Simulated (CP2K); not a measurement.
Two runs for the N K edge of ethynylacetonitrile. Run A: CP2K XAS_TDP, all-electron GAPW, PBEh(45%), aug-cc-pVDZ, TDA, no relativity. Run B differs in one setting.

First lines with a strength over 0.0015. A:

| atom | energy (eV) | states | strength, one atom |
| --- | --- | --- | --- |
| N5 (bonded to C) | 395.69 | 1 | 0.0551 |
|  | 395.83 | 1 | 0.0548 |
|  | 400.08 | 1 | 0.0016 |
|  | 400.50 | 1 | 0.0029 |
|  | 401.50 | 1 | 0.0031 |

B:

| atom | energy (eV) | states | strength, one atom |
| --- | --- | --- | --- |
| N5 (bonded to C) | 380.24 | 1 | 0.0078 |
|  | 380.49 | 1 | 0.0042 |
|  | 380.65 | 1 | 0.0029 |
|  | 381.10 | 1 | 0.0233 |
|  | 381.24 | 1 | 0.0147 |

Which was it: the basis, scalar relativity switched on, GW2X switched on, the functional?

The functional (functional from PBEh(45%) to PBE; the lines alone don't name the new value). A functional moves all lines by electronvolts and changes their spacings and strengths. For N5 the rule picks another line of the list in the two runs, so no shift is given.

[Hosts, paths, dates, database ids (printed as entryN), source tags and the programs' standing remarks are cut or masked in the printed files.]
